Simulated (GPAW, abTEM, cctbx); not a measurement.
## BaCdSn3: the scripts behind a bonding study

Short scripts, each with its output. The start was made by putting kin elements into a known structure type; the compound need not exist, or be stable, in this form.

**1. Relax the structure**

```text
cell
1.0
     4.960000000    0.000000000    0.000000000
     0.000000000    4.960000000    0.000000000
    -2.480000000   -2.480000000    5.686000000
Ba Sn Cd
1 3 1
Direct
0.000100000 0.000100000 0.000200000
0.247600000 0.747600000 0.495200000
0.429700000 0.429700000 0.859400000
0.747600000 0.247600000 0.495200000
0.662400000 0.662400000 0.324800000
```

```python
from ase.constraints import FixSymmetry
from ase.filters import FrechetCellFilter
from ase.io import read, write
from ase.optimize import BFGS
from ase.parallel import parprint
from gpaw import GPAW, PW, FermiDirac

atoms = read("start.vasp")
atoms.set_constraint(FixSymmetry(atoms))
atoms.calc = GPAW(mode=PW(570), xc="PBE", kpts={"size": (4, 4, 4), "gamma": True},
                 occupations=FermiDirac(0.1), maxiter=120, symmetry={"tolerance": 1e-5}, txt="relax.txt")
BFGS(FrechetCellFilter(atoms), maxstep=0.15).run(fmax=0.03, steps=40)
parprint("cell  %.4f %.4f %.4f  %.2f %.2f %.2f" % tuple(atoms.cell.cellpar()))
parprint("volume %.3f A^3, largest force %.3f eV/A, largest stress %.2f GPa" % (atoms.get_volume(), abs(atoms.get_forces()).max(), 160.218 * abs(atoms.get_stress()).max()))
atoms.set_constraint()
write("relaxed.vasp", atoms, direct=True)
```

```console
$ OMP_NUM_THREADS=1 mpirun -n 4 gpaw python run.py > gpaw.log
```

```text
gpts.py:43: UserWarning: Initial realspace grid (28,28,40) inconsistent with symmetries.
gpts.py:43: UserWarning: Initial realspace grid (28,28,40) inconsistent with symmetries.
gpts.py:43: UserWarning: Initial realspace grid (28,28,40) inconsistent with symmetries.
gpts.py:43: UserWarning: Initial realspace grid (28,28,40) inconsistent with symmetries.
gpts.py:70: UserWarning: Using symmetrized grid: (40,40,40).
gpts.py:70: UserWarning: Using symmetrized grid: (40,40,40).
gpts.py:70: UserWarning: Using symmetrized grid: (40,40,40).
gpts.py:70: UserWarning: Using symmetrized grid: (40,40,40).
            Step        Energy          fmax
BFGS:    0      -15.466760        2.134786
BFGS:    1      -15.692293        1.923783
gpts.py:43: UserWarning: Initial realspace grid (30,30,40) inconsistent with symmetries.
gpts.py:43: UserWarning: Initial realspace grid (30,30,40) inconsistent with symmetries.
gpts.py:43: UserWarning: Initial realspace grid (30,30,40) inconsistent with symmetries.
gpts.py:43: UserWarning: Initial realspace grid (30,30,40) inconsistent with symmetries.
BFGS:    2      -16.462329        0.883621
BFGS:    3      -16.694988        0.308076
BFGS:    4      -16.702103        0.280782
BFGS:    5      -16.720107        0.321845
BFGS:    6      -16.735324        0.326602
BFGS:    7      -16.746808        0.291003
BFGS:    8      -16.754092        0.352451
BFGS:    9      -16.763282        0.454543
BFGS:   10      -16.775914        0.462504
BFGS:   11      -16.790555        0.320036
BFGS:   12      -16.799530        0.116204
BFGS:   13      -16.802162        0.062368
BFGS:   14      -16.802568        0.068358
BFGS:   15      -16.802897        0.065724
BFGS:   16      -16.803333        0.046850
BFGS:   17      -16.803557        0.021551
cell  5.3651 5.3651 6.6995  113.60 113.60 90.00
volume 158.945 A^3, largest force 0.020 eV/A, largest stress 0.11 GPa
```

Time: 4.5 min on 4 cores of Intel(R) Xeon(R) Platinum 8488C (Sapphire Rapids) (shared host), peak memory 1.7 GiB.

**2. Build the all-electron density and subtract free atoms**

```text
cell
1.0
     5.365149420    0.000000000    0.000000000
     0.000000000    5.365149420    0.000000000
    -2.682574710   -2.682574710    5.521840925
Ba Sn Cd
1 3 1
Direct
0.015027820 0.015027820 0.030055640
0.264380290 0.764380290 0.528760580
0.393192000 0.393192000 0.786384000
0.764380290 0.264380290 0.528760580
0.650427580 0.650427580 0.300855160
```

```python
import numpy as np
from ase.io import read
from ase.units import Bohr
from gpaw import GPAW, PW, FermiDirac
from gpaw.calculator import GPAW as OldGPAW
from gpaw.mpi import serial_comm, world
from scipy.special import erfc
from scipy.spatial import cKDTree

atoms = read("cell.vasp")
atoms.calc = GPAW(mode=PW(450), xc="PBE", kpts={"size": (5, 5, 5), "gamma": True},
                 occupations=FermiDirac(0.1), maxiter=120, symmetry={"tolerance": 1e-5}, txt="scf.txt")
atoms.get_potential_energy()
rho = atoms.calc.get_all_electron_density(gridrefinement=2)
moments = atoms.get_magnetic_moments() if atoms.calc.get_number_of_spins() == 2 else np.zeros(len(atoms))
total = atoms.get_magnetic_moment() if moments.any() else 0.0
if world.rank == 0:
    free = OldGPAW(mode=PW(450), xc="PBE", txt=None, communicator=serial_comm)
    neutral = atoms.copy()
    neutral.set_initial_magnetic_moments(None)
    free.initialize(neutral)
    free.set_positions(neutral)
    drho = rho - free.get_all_electron_density(gridrefinement=2)
    # GPAW starts from confined atoms: exchange their smooth part for that of the datasets' free atoms
    h = np.stack(np.meshgrid(*[np.fft.fftfreq(n, 1 / n) for n in drho.shape], indexing="ij"), -1)
    gabs = np.linalg.norm(h @ atoms.cell.reciprocal(), axis=-1)
    tails = np.fft.fftn(free.get_pseudo_density(gridrefinement=2))
    g, form, v0 = np.linspace(0, gabs.max(), 1500), {}, 0
    for e in set(atoms.symbols):
        idx = atoms.symbols.search(e)
        d = free.setups[idx[0]].data
        r, w = d.rgd.r_g * Bohr, d.rgd.r_g**2 * d.rgd.dr_g
        j0 = np.sinc(2 * g[:, None] * r)
        smooth = sum(f * p**2 for f, p in zip(d.f_j, d.phit_jg)) + np.sqrt(4 * np.pi) * d.nct_g
        full = sum(f * p**2 for f, p in zip(d.f_j, d.phi_jg)) + np.sqrt(4 * np.pi) * d.nc_g
        phase = sum(np.exp(-2j * np.pi * h @ s) for s in atoms.get_scaled_positions()[idx])
        tails -= np.interp(gabs, g, j0 @ (smooth * w)) * phase * drho.size / atoms.get_volume()
        form[e] = j0 @ (full * w)
        v0 += 2 * np.pi / 3 * 14.3996 * (full * w * r**2).sum() * len(idx)  # V A^3
    tails *= 0.5 * erfc((gabs - 1.8) / 0.25)  # the tails differ at long wavelengths alone
    drho += np.fft.ifftn(tails).real  # crystal minus superposed spherical free atoms
    np.save("drho.npy", drho)
    dv = atoms.get_volume() / drho.size
    print("grid", drho.shape, " electrons %.3f" % (rho.sum() * dv), " moved by bonding %.3f e" % (abs(drho).sum() * dv / 2))
    pts = np.indices(drho.shape).reshape(3, -1).T / drho.shape @ atoms.cell
    shifts = (np.indices((3, 3, 3)).reshape(3, -1).T - 1) @ atoms.cell
    images = (atoms.positions[None] + shifts[:, None]).reshape(-1, 3)
    dist, idx = cKDTree(images).query(pts, k=4)
    out = drho.ravel()[dist[:, 0] > 0.5]
    print("deformation density beyond 0.5 A of the nuclei: max %.3f, min %.3f e/A^3" % (out.max(), out.min()))
    tie = dist < dist[:, :1] + 1e-4
    q = -np.bincount((idx % len(atoms))[tie], (drho.ravel()[:, None] / tie.sum(1, keepdims=True) * tie)[tie], len(atoms)) * dv
    print("atom        x       y       z   Voronoi charge  moment")
    for a, s, c, m in zip(atoms, atoms.get_scaled_positions(), q, moments):
        print("%-2s%-3d %7.4f %7.4f %7.4f %10.3f %10.2f" % (a.symbol, a.index + 1, *s, c, m))
    np.savez("free.npz", g=g, **form)
    print("mean inner potential of superposed free atoms %.3f V" % (v0 / atoms.get_volume()))
    print("total magnetic moment %.3f muB" % total)
```

```console
$ OMP_NUM_THREADS=1 mpirun -n 4 gpaw python run.py > gpaw.log
```

```text
gpts.py:43: UserWarning: Initial realspace grid (27,27,35) inconsistent with symmetries.
gpts.py:43: UserWarning: Initial realspace grid (27,27,35) inconsistent with symmetries.
gpts.py:43: UserWarning: Initial realspace grid (27,27,35) inconsistent with symmetries.
gpts.py:43: UserWarning: Initial realspace grid (27,27,35) inconsistent with symmetries.
gpts.py:70: UserWarning: Using symmetrized grid: (35,35,35).
gpts.py:70: UserWarning: Using symmetrized grid: (35,35,35).
gpts.py:70: UserWarning: Using symmetrized grid: (35,35,35).
gpts.py:70: UserWarning: Using symmetrized grid: (35,35,35).
grid (70, 70, 70)  electrons 254.000  moved by bonding 0.783 e
deformation density beyond 0.5 A of the nuclei: max 0.057, min -0.067 e/A^3
atom        x       y       z   Voronoi charge  moment
Ba1    0.0150  0.0150  0.0301      0.138       0.00
Sn2    0.2644  0.7644  0.5288     -0.093       0.00
Sn3    0.3932  0.3932  0.7864     -0.073       0.00
Sn4    0.7644  0.2644  0.5288     -0.093       0.00
Cd5    0.6504  0.6504  0.3009      0.121       0.00
mean inner potential of superposed free atoms 17.649 V
total magnetic moment 0.000 muB
```

Time: 23 s.

**3. Fourier-transform the difference**

```python
from cctbx import adptbx, crystal, miller, xray
from cctbx.eltbx import tiny_pse
import numpy as np

cs = crystal.symmetry(unit_cell=(5.3651, 5.3651, 11.0437, 90, 90, 90), space_group_symbol='Hall: I 4 -2')  # I4mm
atoms = [  # label, site, U (iso, or U11 U22 U33 U12 U13 U23 in A^2), occupancy
    ("Ba1", (0, 0, 0.01503), 0.0000, 1),
    ("Sn1", (0, 0.5, 0.26438), 0.0000, 1),
    ("Sn2", (0, 0, 0.39319), 0.0000, 1),
    ("Cd1", (0.5, 0.5, 0.15043), 0.0000, 1),
]
xs = xray.structure(crystal_symmetry=cs)
for label, site, u, occ in atoms:
    u = adptbx.u_cif_as_u_star(cs.unit_cell(), u) if isinstance(u, tuple) else u
    xs.add_scatterer(xray.scatterer(label, site=site, u=u, occupancy=occ))
xs.scattering_type_registry(table="wk1995")
drho = np.load("drho.npy")
T = np.array([[1, 0, 0], [0, 1, 0], [1, 1, 2]])  # conventional axes in terms of the primitive ones
dF = np.fft.ifftn(drho) * 317.89049  # electrons a conventional cell, indexed by primitive hkl
ms = miller.build_set(cs, anomalous_flag=False, d_min=0.9).sort("resolution")
iam = ms.structure_factors_from_scatterers(xs, algorithm="direct").f_calc()
p1 = xs.expand_to_p1()
z = np.array([tiny_pse.table(sc.scattering_type).atomic_number() for sc in p1.scatterers()])
x = np.array(p1.sites_frac())
free = np.load("free.npz")
print("static structure factors of the conventional cell: F in electrons, V (Mott-Bethe) in volts")
print("   h  k  l      d  |F| table  |F| free   |F| DFT   change   |V| free  |V| DFT  change %")
for h, d, table in list(zip(ms.indices(), ms.d_spacings().data(), iam.data()))[:16]:
    df = dF[tuple(np.rint(np.linalg.solve(T, h)).astype(int))]
    phase = np.exp(2j * np.pi * x @ h)
    f = sum(np.interp(1 / d, free["g"], free[sc.scattering_type]) * p for sc, p in zip(p1.scatterers(), phase))
    fz = (z * phase).sum()
    c = 14.3996 * d * d / (np.pi * cs.unit_cell().volume())
    v0, v1 = abs(fz - f) * c, abs(fz - f - df) * c
    print("%4d%3d%3d %7.4f %9.3f %9.3f %9.3f %8.3f %9.3f %8.3f %8s" % (h + (d, abs(table), abs(f), abs(f + df), abs(f + df) - abs(f), v0, v1, "%.1f" % (100 * (v1 / v0 - 1)) if v0 > 0.02 else "-")))
```

```console
$ python run.py
```

```text
static structure factors of the conventional cell: F in electrons, V (Mott-Bethe) in volts
   h  k  l      d  |F| table  |F| free   |F| DFT   change   |V| free  |V| DFT  change %
   0  0  2  5.5218    92.259    92.126    92.344    0.218     1.980    1.872     -5.5
   1  0  1  4.8258    23.817    23.743    23.670   -0.073     0.100    0.041    -59.0
   1  1  0  3.7937    95.197    95.271    94.993   -0.278     2.642    2.699      2.2
   1  1  2  3.1268   257.867   257.932   257.997    0.064     6.427    6.418     -0.1
   1  0  3  3.0354   219.035   219.039   218.893   -0.147     5.318    5.337      0.4
   0  0  4  2.7609   101.832   101.900   101.724   -0.176     2.524    2.543      0.8
   2  0  0  2.6825   417.077   417.038   416.734   -0.304     9.438    9.470      0.3
   2  0  2  2.4129    78.177    78.117    77.771   -0.346     1.551    1.580      1.9
   2  1  1  2.3446    20.008    19.884    19.646   -0.238     0.293    0.312      6.4
   1  1  4  2.2323   220.813   220.599   219.853   -0.746     4.408    4.461      1.2
   1  0  5  2.0424   174.931   174.913   174.552   -0.361     3.493    3.515      0.6
   2  1  3  2.0101   193.507   193.460   193.090   -0.371     3.822    3.844      0.6
   2  0  4  1.9240    91.240    91.371    91.351   -0.021     1.787    1.788      0.1
   2  2  0  1.8968   372.040   371.891   371.510   -0.381     7.061    7.081      0.3
   0  0  6  1.8406    48.136    48.050    47.740   -0.310     0.829    0.844      1.8
   2  2  2  1.7940    70.239    70.084    69.960   -0.125     1.230    1.235      0.5
```

Time: 0.24 s on 1 core of Intel(R) Xeon(R) Platinum 8488C (Sapphire Rapids) (shared host), peak memory 0.09 GiB.

**4. Rock the beam across one reflection**

```python
import abtem
import numpy as np
from ase.build import make_supercell
from ase.io import read

abtem.config.set({"dask.lazy": False, "fft": "fftw", "diagnostics.progress_bar": False})
M = [[0, 1, 0], [1, 1, 2], [1, 0, 0]]  # rows: x, y and beam direction in the primitive cell's axes
unit = make_supercell(read("cell.vasp"), M)
unit.set_cell(list(unit.cell.lengths()) + [90, 90, 90], scale_atoms=True)
unit.positions[:, 2] += 0.6706  # keeps atomic planes off the slice boundaries
unit.wrap()
slab = unit * (1, 1, 128)
print(slab.get_chemical_formula(), "| box %.2f x %.2f x %.2f A" % tuple(slab.cell.lengths()))

# change of the potential by bonding, from the DFT deformation density (Poisson's equation term by term)
drho = np.load("drho.npy")
prim = read("cell.vasp")
h = np.stack(np.meshgrid(*[np.fft.fftfreq(n, 1 / n) for n in drho.shape], indexing="ij"), -1).reshape(-1, 3).astype(int)
g2 = ((h @ prim.cell.reciprocal()) ** 2).sum(1)
keep = (g2 > 0) & (g2 < 2.5**2)
shape = (120, 246, 32)
vg = np.zeros(shape, complex)
hm = h[keep] @ np.array(M).T
move = np.exp(-2j * np.pi * hm[:, 2] * (0.6706 / unit.cell[2, 2] - 0.5 / shape[2]))  # the same shift, sampled at mid-points
vg[tuple(hm.T % np.array(shape)[:, None])] = -14.3996 / np.pi * (np.fft.fftn(drho).ravel() / drho.size)[keep] / g2[keep] * move
dV = np.fft.ifftn(vg).real * vg.size
dV = dV.reshape(120, 246, 4, 8).mean(3) * unit.cell[2, 2] / 4  # V A, projected in each slice
dV = np.tile(dV.transpose(2, 0, 1), (128, 1, 1))


def build(atoms):
    p = abtem.Potential(atoms, gpts=(120, 246), slice_thickness=[slab.cell[2, 2] / 512] * 512,
                        parametrization="lobato", projection="infinite", exit_planes=128).build()
    p.array[:] += BONDING * dV
    return p


def potentials():
    yield build(slab)  # atoms at rest


for label, BONDING in (("IAM", 0.0), ("DFT", 1.0)):
    print("=====", label)
    potential = build(slab)
    print("grid", potential.gpts, "slices", potential.num_slices)
    thickness = potential.exit_thicknesses
    h = np.array(M) @ np.linalg.solve(np.array([[1, 0, 0], [0, 1, 0], [1, 1, 2]]), [0, 0, 2])
    ix, iy = round(h[0]) * 1, round(h[1]) * 1
    gxy = h[:2] / unit.cell.lengths()[:2]
    along = gxy / np.hypot(*gxy)
    across = np.array([-along[1], along[0]])
    bragg = 500 * abtem.PlaneWave(energy=100000).wavelength * np.hypot(*gxy)
    print("Bragg angle %.3f mrad; beam tilted 46 mrad off the zone axis across the row" % bragg)
    print("dark-field intensity of 0 0 2 against tilt along the row, in Bragg angles")
    print("  t (A)" + "".join("%8.2f" % s for s in [0.2, 0.4, 0.6, 0.8, 1.0, 1.2, 1.4, 1.6, 1.8, 2.0, 2.2, 2.4, 2.6]))
    rows = []
    row = [(n * ix, n * iy) for n in range(-8, 9)]
    for s in [0.2, 0.4, 0.6, 0.8, 1.0, 1.2, 1.4, 1.6, 1.8, 2.0, 2.2, 2.4, 2.6]:
        tilt = -s * bragg * along + 46 * across
        dp = abtem.PlaneWave(energy=100000, tilt=tuple(tilt)).multislice(potential).diffraction_patterns(max_angle="valid").array
        rows.append(dp[:, dp.shape[1] // 2 + ix, dp.shape[2] // 2 + iy])
        if s == 1.0:
            cx, cy = dp.shape[1] // 2, dp.shape[2] // 2
            share = sum(dp[:, cx + i, cy + j] for i, j in row if abs(i) < cx and abs(j) < cy) / dp.sum(axis=(1, 2))
            total = dp.sum(axis=(1, 2))
    for t, a in list(zip(thickness, np.array(rows).T))[1:]:
        print("%7.1f" % t + "".join("%8.4f" % v for v in a))
    print("at the Bragg tilt, share in the row:", share[1:].round(3).tolist(), "total:", total[1:].round(3).tolist())
```

```console
$ python run.py
```

```text
Ba256Cd256Sn768 | box 5.37 x 11.04 x 686.74 A
===== IAM
grid (120, 246) slices 512
Bragg angle 3.352 mrad; beam tilted 46 mrad off the zone axis across the row
dark-field intensity of 0 0 2 against tilt along the row, in Bragg angles
  t (A)    0.20    0.40    0.60    0.80    1.00    1.20    1.40    1.60    1.80    2.00    2.20    2.40    2.60
  171.7  0.0580  0.0560  0.0539  0.0521  0.0515  0.0524  0.0544  0.0567  0.0587  0.0621  0.0670  0.0714  0.0745
  343.4  0.0451  0.0590  0.0818  0.1041  0.1107  0.1049  0.0835  0.0613  0.0478  0.0391  0.0342  0.0342  0.0342
  515.1  0.0395  0.0333  0.0823  0.1889  0.2357  0.1877  0.0810  0.0338  0.0421  0.0520  0.0300  0.0118  0.0050
  686.7  0.0343  0.0020  0.0217  0.1824  0.2715  0.1805  0.0211  0.0019  0.0350  0.0413  0.0104  0.0131  0.0191
at the Bragg tilt, share in the row: [0.4779999852180481, 0.33000001311302185, 0.3240000009536743, 0.3529999852180481] total: [0.9900000095367432, 0.9779999852180481, 0.9660000205039978, 0.9539999961853027]
===== DFT
grid (120, 246) slices 512
Bragg angle 3.352 mrad; beam tilted 46 mrad off the zone axis across the row
dark-field intensity of 0 0 2 against tilt along the row, in Bragg angles
  t (A)    0.20    0.40    0.60    0.80    1.00    1.20    1.40    1.60    1.80    2.00    2.20    2.40    2.60
  171.7  0.0586  0.0566  0.0544  0.0526  0.0520  0.0529  0.0550  0.0573  0.0594  0.0629  0.0679  0.0725  0.0756
  343.4  0.0453  0.0588  0.0810  0.1024  0.1087  0.1033  0.0828  0.0612  0.0482  0.0399  0.0357  0.0364  0.0370
  515.1  0.0378  0.0314  0.0799  0.1854  0.2319  0.1844  0.0787  0.0319  0.0405  0.0504  0.0286  0.0111  0.0050
  686.7  0.0357  0.0035  0.0241  0.1848  0.2719  0.1831  0.0235  0.0034  0.0365  0.0439  0.0116  0.0146  0.0205
at the Bragg tilt, share in the row: [0.47699999809265137, 0.3240000009536743, 0.3179999887943268, 0.35600000619888306] total: [0.9900000095367432, 0.9779999852180481, 0.9660000205039978, 0.9539999961853027]
```

Time: 41 s.

[Outputs are excerpts: Python notices, other lines and further rows are left out; steps that failed or that the build refused (PBEsol, TPSS) are not shown.]

[Logs are printed without paths, hosts, clocks, repeated set-up lines and the standing remarks that a program may print on its own settings, such as how far it seeks lower states.]
